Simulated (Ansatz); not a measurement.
# Mo(100) with 4 thermally displaced layers, 2x2: scattering by thermal displacements

How much do lattice vibrations at 500 K scatter the electrons of Mo? Layers with random displacements are laid between perfect leads, and the resistance is followed against their length.

Calculated with Ansatz 0.2.0; Ansatz plane-wave DFT, PBE, PAW files; ballistic transport by layer matching (Landauer), zero bias; PAW set soft_1.

### Step 1. The structure

The cell holds 56 atoms: 56 Mo. Its edges and angles: a = 6.294 Å, b = 6.294 Å, c = 22.029 Å, α = 90.0°, β = 90.0°, γ = 90.0°. It derives from Mo. Regions: lead, 40 atoms (40 Mo); scattering region, 16 atoms (16 Mo). The structure is stacked along c, and the current runs across the ab planes.

### Step 2. With 4 displaced layers

Each atom of 4 layers is moved at random, by amounts drawn from a normal law 0.0619 Å wide in each direction from the Debye model (450 K) at 500 K. The layers about the cell's end stay perfect and serve as the lead. Disorder leaves little or no symmetry, which makes such runs dear. Energies from -0.05 to 0.05 eV in steps of 0.05 eV are too few for the program's thermal sum, so it prints no conductance; for a metal the transmission near the Fermi level serves, at a fraction of the cost.

File input.yaml:

```yaml
crystal:
  lattice:
    - [6.294, 0.0, 0.0]
    - [0.0, 6.294, 0.0]
    - [0.0, 0.0, 22.029]
  atoms:
    - { symbol: Mo, position: [0.0, 0.0, 0.0357142857] }
    - { symbol: Mo, position: [0.0, 0.5, 0.0357142857] }
    - { symbol: Mo, position: [0.5, 0.0, 0.0357142857] }
    - { symbol: Mo, position: [0.5, 0.5, 0.0357142857] }
    - { symbol: Mo, position: [0.25, 0.25, 0.1071428571] }
    - { symbol: Mo, position: [0.25, 0.75, 0.1071428571] }
    - { symbol: Mo, position: [0.75, 0.25, 0.1071428571] }
    - { symbol: Mo, position: [0.75, 0.75, 0.1071428571] }
    - { symbol: Mo, position: [0.0, 0.0, 0.1785714286] }
    - { symbol: Mo, position: [0.0, 0.5, 0.1785714286] }
    - { symbol: Mo, position: [0.5, 0.0, 0.1785714286] }
    - { symbol: Mo, position: [0.5, 0.5, 0.1785714286] }
    - { symbol: Mo, position: [0.25, 0.25, 0.25] }
    - { symbol: Mo, position: [0.25, 0.75, 0.25] }
    - { symbol: Mo, position: [0.75, 0.25, 0.25] }
    - { symbol: Mo, position: [0.75, 0.75, 0.25] }
    - { symbol: Mo, position: [0.0, 0.0, 0.3214285714] }
    - { symbol: Mo, position: [0.0, 0.5, 0.3214285714] }
    - { symbol: Mo, position: [0.5, 0.0, 0.3214285714] }
    - { symbol: Mo, position: [0.5, 0.5, 0.3214285714] }
    - { symbol: Mo, position: [0.2499328876, 0.2602843805, 0.3949401073] }
    - { symbol: Mo, position: [0.2571170408, 0.7659137956, 0.389470986] }
    - { symbol: Mo, position: [0.7438365531, 0.2370168809, 0.3925544889] }
    - { symbol: Mo, position: [0.7598186028, 0.7497842357, 0.3942499647] }
    - { symbol: Mo, position: [0.9812156976, 0.0014457521, 0.4617383032] }
    - { symbol: Mo, position: [0.0174534216, 0.5087183977, 0.4669522354] }
    - { symbol: Mo, position: [0.4994312419, 0.0060249001, 0.4661335881] }
    - { symbol: Mo, position: [0.4966142611, 0.4951104564, 0.4639633419] }
    - { symbol: Mo, position: [0.2440479484, 0.2441571936, 0.5349183444] }
    - { symbol: Mo, position: [0.2428391024, 0.7575335822, 0.531231218] }
    - { symbol: Mo, position: [0.7580962391, 0.2438502081, 0.5341808563] }
    - { symbol: Mo, position: [0.73672015, 0.7485819908, 0.5350186571] }
    - { symbol: Mo, position: [0.0018821557, 0.9947525946, 0.6074061983] }
    - { symbol: Mo, position: [0.0178889482, 0.5040207766, 0.6055314836] }
    - { symbol: Mo, position: [0.5093697888, 0.9987337874, 0.6088109244] }
    - { symbol: Mo, position: [0.5060237711, 0.496155528, 0.6017210894] }
    - { symbol: Mo, position: [0.25, 0.25, 0.6785714286] }
    - { symbol: Mo, position: [0.25, 0.75, 0.6785714286] }
    - { symbol: Mo, position: [0.75, 0.25, 0.6785714286] }
    - { symbol: Mo, position: [0.75, 0.75, 0.6785714286] }
    - { symbol: Mo, position: [0.0, 0.0, 0.75] }
    - { symbol: Mo, position: [0.0, 0.5, 0.75] }
    - { symbol: Mo, position: [0.5, 0.0, 0.75] }
    - { symbol: Mo, position: [0.5, 0.5, 0.75] }
    - { symbol: Mo, position: [0.25, 0.25, 0.8214285714] }
    - { symbol: Mo, position: [0.25, 0.75, 0.8214285714] }
    - { symbol: Mo, position: [0.75, 0.25, 0.8214285714] }
    - { symbol: Mo, position: [0.75, 0.75, 0.8214285714] }
    - { symbol: Mo, position: [0.0, 0.0, 0.8928571429] }
    - { symbol: Mo, position: [0.0, 0.5, 0.8928571429] }
    - { symbol: Mo, position: [0.5, 0.0, 0.8928571429] }
    - { symbol: Mo, position: [0.5, 0.5, 0.8928571429] }
    - { symbol: Mo, position: [0.25, 0.25, 0.9642857143] }
    - { symbol: Mo, position: [0.25, 0.75, 0.9642857143] }
    - { symbol: Mo, position: [0.75, 0.25, 0.9642857143] }
    - { symbol: Mo, position: [0.75, 0.75, 0.9642857143] }
kpoints:
  mp_grid: { grid: [4, 4, 1] }
hamiltonian:
  xc: pbe
  pseudopotentials: { kind: paw, azcp: { folder: soft_1 } }
scf:
  occupations: { method: fermi_dirac, width: 0.1 }
output:
  transmission: { leads: [[0, 4]], kmesh: [8, 8], e_range: [-0.05, 0.05], de: 0.05 }
  write_potential: true
  write_density: true
  volumetric_format: npy
  elf: true
```

The run is started by

```bash
$ ansatz run input.yaml --threads 4 --pin off --max-ram 15360MiB --backend cpu --events-out ev --progress --plain --runs-dir out
```

Numbers of over 12 decimals in the logs are rounded to 6 here.

Log:

```text
Engine: ansatz 0.2.0, aarch64-unknown-linux-gnu
Pseudopotentials: kind: paw
Pseudopotential: Mo, paw, valence charge 14, recommended cutoff 420 eV (normal), soft_1/Mo.paw.azcp
Functional definition: PBE
  parameter kappa = 0.804
  parameter beta = 0.066725
  exchange = pbe_x(kappa = kappa, mu = beta*pi^2/3)
  correlation = pbe_c(beta = beta)
Crystal: 56 atoms, lattice volume = 872.666 Å³
Basis set: ecut = 420 eV, 17109 PW (Γ)
Bands: 471, of which v1, the nominal top of the filled ones, is band 392 counted from 1 (391 counted from 0)
Symmetry: 1 space group operations
Space group: P1 (ITA 1), of the structure as read, at distance tolerance 9.6e-5 Å
k-points: 10 of 16 (time reversal used)
Non-local potential: Mo, projectors of the file, l = 0: 3, l = 1: 2, l = 2: 2, l = 3: 1
PAW form: soft (Blöchl's): semilocal exchange-correlation on the pseudo side does not see the compensation charge
PAW one-centre angular grid: Mo, 590 points (default); XC on 64 Gauss nodes
Initial density: superposition of atomic densities (chi_scale 0.1, normalization cell)
Initial wavefunctions: pseudopotential atomic-orbital guess
Functional: x = pbe(κ = 0.804, μ = 0.219515), c = pbe(β = 0.066725)
SCF iter   1: F=—  HF=-277572.813635 eV  |F-HF|=—  |Δ(HF+E_count)|=         —  Δρ=1.06e-1  dr2=9.88e1  ethr=3.10e-3  ⟨swp⟩=4.3  Hψ=15671  notcnv=0
preconditioner: auto → Kerker (q_TF=auto, 2.680 Å⁻¹)  [metal: Δε(μ)=0.029 eV  Ē_g=4.668 eV  σ=0.100 eV  W_gap=0.07  n_scr=286 (ndim 8)  ℏωp=23.0 eV  f_vac=0.000  D(μ)=36.68/eV (n_scr^D=302)]
SCF iter   2: F=—  HF=-277547.456503 eV  |F-HF|=—  |Δ(HF+E_count)|=    2.54e1  Δρ=5.91e-2  dr2=2.88e1  ethr=3.10e-3  ⟨swp⟩=2.2  Hψ=9209  notcnv=0
SCF iter   3: F=—  HF=-277538.459565 eV  |F-HF|=—  |Δ(HF+E_count)|=    9.00e0  Δρ=7.97e-3  dr2=2.22e-1  ethr=3.10e-3  ⟨swp⟩=2.2  Hψ=8588  notcnv=0
SCF iter   4: F=—  HF=-277538.515420 eV  |F-HF|=—  |Δ(HF+E_count)|=   5.59e-2  Δρ=9.45e-4  dr2=6.77e-3  ethr=2.84e-5  ⟨swp⟩=2.9  Hψ=8822  notcnv=0
SCF iter   5: F=—  HF=-277538.515602 eV  |F-HF|=—  |Δ(HF+E_count)|=   1.83e-4  Δρ=1.62e-4  dr2=1.03e-4  ethr=8.63e-7  ⟨swp⟩=2.3  Hψ=8620  notcnv=0
SCF iter   6: F=—  HF=-277538.515631 eV  |F-HF|=—  |Δ(HF+E_count)|=   2.88e-5  Δρ=2.63e-5  dr2=4.44e-6  ethr=1.32e-8  ⟨swp⟩=2.0  Hψ=8018  notcnv=0
SCF iter   7: F=—  HF=-277538.514692 eV  |F-HF|=—  |Δ(HF+E_count)|=   9.39e-4  Δρ=4.14e-6  dr2=2.17e-7  ethr=5.67e-10  ⟨swp⟩=2.0  Hψ=6796  notcnv=0
SCF iter   8: F=-277538.514692 eV  HF=-277538.514692 eV  |F-HF|=1.39e-8  |Δ(HF+E_count)|=  6.98e-10  Δρ=7.73e-7  dr2=1.69e-8  ethr=1.28e-11  ⟨swp⟩=6.6  Hψ=10713  notcnv=0
SCF 1 converged in 8 iterations: F = -277538.514692 eV  dr2 = 1.69e-8
  greatest PAW one-centre occupation: 0.999 electrons in one spin orbital (limit 2), on the Mo atom at site 26 (counted from 0), in its partial waves of l = 0
transmission: 153 of 1530 steps passed
transmission: 306 of 1530 steps passed
[...]
transmission: 1530 of 1530 steps passed
SCF converged after 8 iterations
Free energy (F): -277538.514692 eV
Harris-Foulkes:  -277538.514692 eV  (|F-HF|=1.39e-8)
Internal energy: -277537.093416 eV  (E = F + TS)
E sigma→0 (E₀):  -277537.804054 eV
Entropy (-TS):   -1.421277 eV (-25.380 meV/atom)
Fermi energy:    21.177199 eV
--- Per-component energies (eV) ---
  E_band       = -3031.787974
  E_kinetic    = 23667.674881
  E_local      = -43093.669135  (includes V_loc(G=0)·N_el)
  E_nonlocal   = 8294.577719
  E_hartree    = 14685.125161
  E_xc         = -9882.226465
  E_vxc        = -12321.826447  (∫ρ·V_xc dr)
  E_paw        = -179862.793804  (= ΣΔE_a)
  E_vpaw       = -8948.792984  (= ΣTr[D̂ρ^β])
  E_aug_tail   = 0.002654  (compensation charges beyond the density's cutoff)
  E_ewald      = -91345.784426
  E_smearing   = -1.421277  (= −TS)
  E_closure    = -0.000000  (closes the sum)
  Σ components = -277538.514692   (vs F -277538.514692, Δ=0.00e0)
--- Band table (eV; the first three rows and the last of 10) ---
  k-point 0: bands = [... 388 lower, 21.1258, 21.1497, 21.1611, 21.1699, 21.1871, 21.1918, 21.2279, 21.2731, ... 75 higher]
  k-point 1: bands = [... 388 lower, 21.1583, 21.1691, 21.1841, 21.2155, 21.2274, 21.2529, 21.2664, 21.3001, ... 75 higher]
  k-point 2: bands = [... 388 lower, 21.1361, 21.1944, 21.2234, 21.2383, 21.2598, 21.3064, 21.3330, 21.3479, ... 75 higher]
  k-point 9: bands = [... 388 lower, 20.3268, 20.3551, 20.4138, 20.4438, 21.4333, 21.4482, 21.4536, 21.4917, ... 75 higher]
--- Transmission ---
  basis      : 349 plane waves across, 45 finite elements along
  points     : 34, standing for a mesh of 8 x 8
  energies   : 3 from -0.050000 to 0.050000 eV about the Fermi level, 0.050000 eV apart; the leads are filled to 0.000000 eV, and channels, transmission and decay are at 0.000000 eV
  crystal 0  : Mo4, at the sites [0, 4], period 1.5735 Å, over 15.73 Å; its Hamiltonian steps by up to 1.5 meV
    offset         : up to 0.0000 Å between an atom of the period and one for which it stands
    channels       : 6.781250e0 a spin
    conductance    : none, the energies end too early or step too widely for 300 K: set another output.transmission.e_range or a lower de, or, where they end at an eighth of basis.ecutwfc, a higher one
    slowest decay  : 0.0510 /Å at (0.5000, 0.3750)
  junction   : crystal 0 to crystal 0, 0.70 to 21.15 Å
    transmission   : 6.086103e0 a spin
    conductance    : none, the energies end too early or step too widely for 300 K: set another output.transmission.e_range or a lower de, or, where they end at an eighth of basis.ecutwfc, a higher one
```

Wall time 13 min (4 threads of Arm Neoverse V1, shared host); peak memory 7.7 GiB.

Reading the cycles: dr2 is the Hartree energy of the density residual (eV), the measure of convergence; HF is the Harris–Foulkes estimate of the energy, which meets the free energy F at convergence.

This step gave:

| Quantity | Value |
| --- | --- |
| free energy | -277538.5147 eV |
| energy at zero smearing | -277537.8041 eV |
| Fermi energy | 21.18 eV |
| cell area | 39.61 Å² |
| transmission per spin nearest the Fermi level | 6.086 |
| open channels per spin nearest the Fermi level | 6.781 |
| step of the lead's potential | 1.5 meV |

Per spin. The transmission, zone mean by energy, zero at the Fermi level:

| energy (eV) | transmission, zone mean |
| --- | --- |
| -0.0500 | 5.94 |
| 0.0000 | 6.09 |
| 0.0500 | 6.19 |

Per spin. Open channels, zone mean, lead against energy, zero at the Fermi level:

| energy (eV) | open channels, zone mean, lead |
| --- | --- |
| -0.0500 | 6.59 |
| 0.0000 | 6.78 |
| 0.0500 | 6.84 |

Transmission over k1 and k2. At 0.0000 eV from the Fermi level.

Values, 8 rows by 8 columns:
```
 0.0  1.0  1.9  4.8  6.6  4.8  2.0  1.0
 3.8  2.0  4.7 10.1 12.3 10.2  4.9  2.0
 3.9  4.8 10.0 12.5 13.1 12.8 10.4  4.9
 3.8  6.6 12.9 13.1 13.4 13.1 12.9  6.6
 3.9  4.9 10.4 12.8 13.1 12.5 10.0  4.8
 3.8  2.0  4.9 10.2 12.3 10.1  4.7  2.0
 0.0  1.0  2.0  4.8  6.6  4.8  1.9  1.0
 0.0  0.0  3.6  3.9  3.4  3.9  3.6  0.0
```
Columns: k1 (b1) from -0.5 to 0.375; rows upwards: k2 (b2) from -0.5 to 0.375.

Open channels over k1 and k2. At 0.0000 eV from the Fermi level.

Ten even steps from '0' (0.0) to '9' (15.0):
```
00134310
21489841
23899983
24999994
23899983
21489841
00134310
00222220
```
Columns: k1 (b1) from -0.5 to 0.375; rows upwards: k2 (b2) from -0.5 to 0.375.

ELF in the ca plane at fractional y = 0.000, with atoms of Mo within 0.2 Å of it. It is the smooth field of the valence electrons, not physical close to the nuclei.

Ten even steps from '0' (0.17) to '9' (0.70), each cell a mean:
```
29888113049797122188693031189893030398981230
15774135226773144158982243147751352257741452
21001355421001355322222454310012454210013554
53224544453124444542124434542245434532245445
53224544443124533543235544531135444531245445
21001355421012344321112455311112454210013554
15775135226773144136762254158862252267741442
29888113049797023069795032188793030398981130
39669112059587012068596021187694030495781120
28997124139995134159994143169972141289961341
12332245312332355313332354212211453123322453
42002444431013444431013444421124444420024444
54334543454235533453345434543345434542355435
42002444431013444431124444420014444410024444
12332245313432255211112454224421453124322453
28997124139995133158872242179982141289961241
39669112059487021188693031196693030495781120
```
Columns run along c (16.0 Å, from fractional 0.14 to 0.86 of the cell), rows up along a (6.3 Å). Atoms in or near the plane, at fractional coordinates: Mo at (0.18, 0.00), Mo at (0.18, 0.50), Mo at (0.32, 0.00), Mo at (0.32, 0.50), Mo at (0.46, 0.98), Mo at (0.47, 0.50), Mo at (0.61, 0.00), Mo at (0.61, 0.51), Mo at (0.75, 0.00), Mo at (0.75, 0.50).

Electrostatic potential energy in the ca plane at fractional y = 0.000, with atoms of Mo within 0.2 Å of it. With pseudopotentials it is smooth inside the atoms' cores, unlike the true potential.

Ten even steps from '0' (-56 eV) to '9' (22 eV), each cell a mean:
```
72003799962014899730016999730026999620047998
86446899985347999853247999964468999853469999
98889999998889999987689999998889999988899999
99999999999999999999999999999999999999999999
99999999999999999999999999999999999999999999
98889999998789999998889999987789999988899999
85346899985347999974347999863358999853469999
72003799951014899851015899730026999620037998
62002799851003899840004899730016999610037998
74124899973125899963126999852247999731258999
97668999987668999987668999987689999976689999
99999999999999999999999999999999999999999999
99999999999999999999999999999999999999999999
99999999999999999999999999999999999999999999
97667999987568999987789999976679999976689999
74124899963125899863248999841147999731258999
62002799851003899730016999720026999610037998
```
Columns run along c (16.0 Å, from fractional 0.14 to 0.86 of the cell; values clipped at the 3rd and 97th percentile), rows up along a (6.3 Å). Atoms in or near the plane, at fractional coordinates: Mo at (0.18, 0.00), Mo at (0.18, 0.50), Mo at (0.32, 0.00), Mo at (0.32, 0.50), Mo at (0.46, 0.98), Mo at (0.47, 0.50), Mo at (0.61, 0.00), Mo at (0.61, 0.51), Mo at (0.75, 0.00), Mo at (0.75, 0.50).

Valence density in the ca plane at fractional y = 0.000, with atoms of Mo within 0.2 Å of it. It is the smooth field of the valence electrons, not physical close to the nuclei.

Values in e/Å³, 9 rows by 16 columns, each cell a mean:
```
2.5 3.1 0.3 1.8 3.8 0.4 1.6 5.0 0.6 0.6 4.2 1.0 0.4 3.9 1.7 0.3
0.4 0.4 0.3 0.3 0.5 0.3 0.4 0.8 0.3 0.3 0.5 0.3 0.3 0.5 0.3 0.3
0.3 0.3 0.3 0.3 0.3 0.3 0.3 0.4 0.3 0.3 0.4 0.3 0.3 0.3 0.3 0.3
1.9 2.3 0.3 1.3 2.8 0.4 0.7 3.1 0.6 0.5 3.5 1.0 0.4 2.8 1.3 0.3
3.7 4.5 0.3 2.6 5.5 0.4 1.4 6.2 0.9 0.7 5.9 1.7 0.5 5.5 2.5 0.3
1.1 1.3 0.3 0.8 1.6 0.3 0.5 1.8 0.4 0.3 1.4 0.5 0.3 1.6 0.8 0.3
0.3 0.3 0.3 0.3 0.3 0.3 0.3 0.3 0.3 0.3 0.3 0.3 0.3 0.3 0.3 0.3
0.7 0.8 0.3 0.5 0.9 0.3 0.4 0.6 0.3 0.3 1.1 0.4 0.3 0.9 0.5 0.3
3.3 4.1 0.3 2.3 4.9 0.4 1.5 4.7 0.5 0.8 5.6 1.4 0.4 5.0 2.2 0.3
```
Columns run along c (16.0 Å, from fractional 0.14 to 0.86 of the cell), rows up along a (6.3 Å). Atoms in or near the plane, at fractional coordinates: Mo at (0.18, 0.00), Mo at (0.18, 0.50), Mo at (0.32, 0.00), Mo at (0.32, 0.50), Mo at (0.46, 0.98), Mo at (0.47, 0.50), Mo at (0.61, 0.00), Mo at (0.61, 0.51), Mo at (0.75, 0.00), Mo at (0.75, 0.50).

Over the solved energies the transmission per spin lies between 5.94 and 6.19, out of 6.74 channels of the lead on average (up to 6.84).

[end of part 1 of 2]

[Logs are printed without paths, hosts, clocks, repeated set-up lines and the standing remarks that a program may print on its own settings, such as how far it seeks lower states.]

[Hosts, paths, dates, database ids (printed as entryN), source tags and the programs' standing remarks are cut or masked in the printed files.]
